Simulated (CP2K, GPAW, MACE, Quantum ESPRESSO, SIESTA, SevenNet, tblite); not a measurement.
**A faulty Quantum ESPRESSO run on glassy 43SiO2-23Al2O3-34BaO (mol %) (109 atoms)**

Program: Quantum ESPRESSO 7.5, a calculation on a cell of 15 Si, 16 Al, 12 Ba and 66 O, 14.4 Å³ an atom.

Contents of pw.in:

```
&control
  calculation = 'scf'
  pseudo_dir = './pseudo'
  outdir = './tmp'
  disk_io = 'none'
  tprnfor = .true.
  tstress = .true.
/
&system
  ibrav = 0
  nat = 110
  ntyp = 4
  ecutwfc = 60
  ecutrho = 480
  nosym = .true.
  occupations = 'smearing'
  smearing = 'fd'
  degauss = 0.003675
/
&electrons
  conv_thr = 5.4e-07
  electron_maxstep = 50
  mixing_beta = 0.4
  mixing_mode = 'plain'
  diagonalization = 'david'
/
ATOMIC_SPECIES
Si 28.085 Si.upf
Al 26.982 Al.upf
Ba 137.327 Ba.upf
O 15.999 O.upf
CELL_PARAMETERS angstrom
11.62145 0.00000 0.00000
0.00000 11.62145 0.00000
0.00000 0.00000 11.62145
ATOMIC_POSITIONS crystal
Si 0.78461 0.19777 0.29518
Si 0.79882 0.79547 0.03315
Si 0.20769 0.10629 0.08358
Si 0.58991 0.85106 0.86904
Si 0.57811 0.09163 0.20530
Si 0.40102 0.21608 0.38047
Si 0.92299 0.18042 0.05678
Si 0.34615 0.63595 0.76827
Si 0.18346 0.56658 0.14608
Si 0.32788 0.74803 0.28775
[... 95 atom lines left out ...]
O 0.28706 0.22474 0.12723
O 0.26313 0.83167 0.36686
O 0.51121 0.03424 0.56168
O 0.18002 0.37531 0.90564
K_POINTS gamma
```

On the command line:

```console
$ OMP_NUM_THREADS=1 mpirun -np 4 pw.x -in pw.in > output.txt
```

What it wrote:

```text
Program PWSCF
 %%%%%%%%%%%%%%%%%%%%%%%%%%%%%%%%%%%%%%%%%%%%%%%%%%%%%%%%%%%%%%%%%%%%%%%%%%%%%%
     Error in routine read_cards (110):
     wrong number of columns in ATOMIC_POSITIONS
 %%%%%%%%%%%%%%%%%%%%%%%%%%%%%%%%%%%%%%%%%%%%%%%%%%%%%%%%%%%%%%%%%%%%%%%%%%%%%%
```

Elapsed: 0.55 s, on 4 MPI ranks of Arm Neoverse N1, shared host; peak memory 0.32 GiB.

Banners, paths, timers and routine set-up lines are dropped from the logs unmarked, and long logs keep their key lines alone; longer cuts are marked.

**Question.** Which part of the input is at fault, and how is it mended?

A wrong count of atoms: nat = 109 written as nat = 110. Mend: write nat = 109 in place of nat = 110.

The program stopped at the start.

[Also dropped from logs without a mark: logging warnings of Python, and SIESTA's first energy breakdown and zero terms.]

[Logs are printed without paths, hosts, clocks, repeated set-up lines and the standing remarks that a program may print on its own settings, such as how far it seeks lower states.]

[Hosts, paths, dates, database ids (printed as entryN), source tags and the programs' standing remarks are cut or masked in the printed files.]
